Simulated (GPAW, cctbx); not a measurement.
# Mg5ZrAlZn: what bonding does to one electron reflection, worked out

Mg5ZrAlZn, Amm2 (no. 38), a = 4.9849 Å, b = 6.0125 Å, c = 11.1629 Å, α = 90.00°, β = 90.00°, γ = 90.00°.

```
atom  mult.    x       y       z
 Zr1      2  1/2     1/2  0.1748
 Zn1      2    0       0  0.3225
 Al1      2  1/2       0  0.1731
 Mg1      2    0     1/2  0.3318
 Mg2      4    0  0.2510  0.0844
 Mg3      4  1/2  0.7548  0.4206
```

The cell comes from substitution in a known structure type and wasn't matched to any measured phase.

A DFT run (GPAW, PBE, 450 eV, 5×5×5 k-points, Fermi–Dirac width 0.1 eV) gives the static X-ray structure factor of 100 as 19.215 e for the conventional cell; superposed free atoms give 18.362 e. **Problem.** Find the Fourier component V of the crystal potential and the two-beam extinction distance at 200 kV in both cases, then the holographic phase shift per nanometre.

**1. Geometry**

The cell volume is Ω = 334.57 Å³ and d(100) = 4.9849 Å, so g = 1/d = 0.2006 Å⁻¹.

**2. The nuclei**

Electrons feel nuclei as well as electrons, so the nuclear charges are summed with the same phases.

Phase sums Σ exp(2πi h·x), turned so that the total is real and positive: Zr +2.000, Zn -2.000, Al +2.000, Mg -2.000. Then F_Z = 40 × (+2.000) + 30 × (-2.000) + 13 × (+2.000) + 12 × (-2.000) = 22.00 e. The electron term has the same sign for this reflection.

**3. Mott–Bethe**

Poisson's equation, term by term, gives V = (e/4πε₀)(F_Z − F)/(πΩg²), with e/4πε₀ = 14.3996 V Å.

The prefactor is 14.3996 × 4.9849²/(π × 334.57) = 0.34042 V per electron. Free atoms: (22.00 − 18.362) × 0.34042 = 1.238 V. Crystal: (22.00 − 19.215) × 0.34042 = 0.948 V. F changes by +4.65 % and V by -23.4 %: the same 0.85 e is measured against F_Z − F = 3.6 e in place of F = 18.4 e.

**4. Extinction distance**

In the two-beam case ξ = 1/(λU) with U = 2γm₀eV/h², that is ξ = 150.41 V Å²/(γλV).

At 200 kV, λ = 0.02508 Å and γ = 1.3914. Free atoms: ξ = 3480 Å. Crystal: ξ = 4546 Å. The thickness fringes go as sin²(πt/ξ), so the two patterns slip by a quarter of a period when t|1/ξ₁ − 1/ξ₀| = 1/4, at t ≈ 371 nm. Thermal motion, absorption and many-beam coupling, left out here, change a real pattern.

**5. Phase shift**

A slab run (normal [001], unrelaxed) gives a mean inner potential of 11.71 V; free atoms give 13.79 V. The phase shift is φ = C_E V₀ t, with C_E = (2π/λE)(E + m₀c²)/(E + 2m₀c²).

C_E = 7.288 × 10⁻³ rad/(V nm). The shift is 0.0854 rad/nm in the crystal and 0.1005 rad/nm for free atoms. A sample 50 nm thick gives φ = 4.27 rad; read with the free-atom value it would seem 42.5 nm thick.

**6. Answer**

V(100) is 0.95 V against 1.24 V, and ξ is 4546 against 3480 Å. The phase shift is 0.085 rad/nm, and free atoms would misjudge a thickness by -15 %. Limits: static atoms, two beams.

[Outputs are excerpts: Python notices, other lines and further rows are left out; steps that failed or that the build refused (PBEsol, TPSS) are not shown.]

[Logs are printed without paths, hosts, clocks, repeated set-up lines and the standing remarks that a program may print on its own settings, such as how far it seeks lower states.]
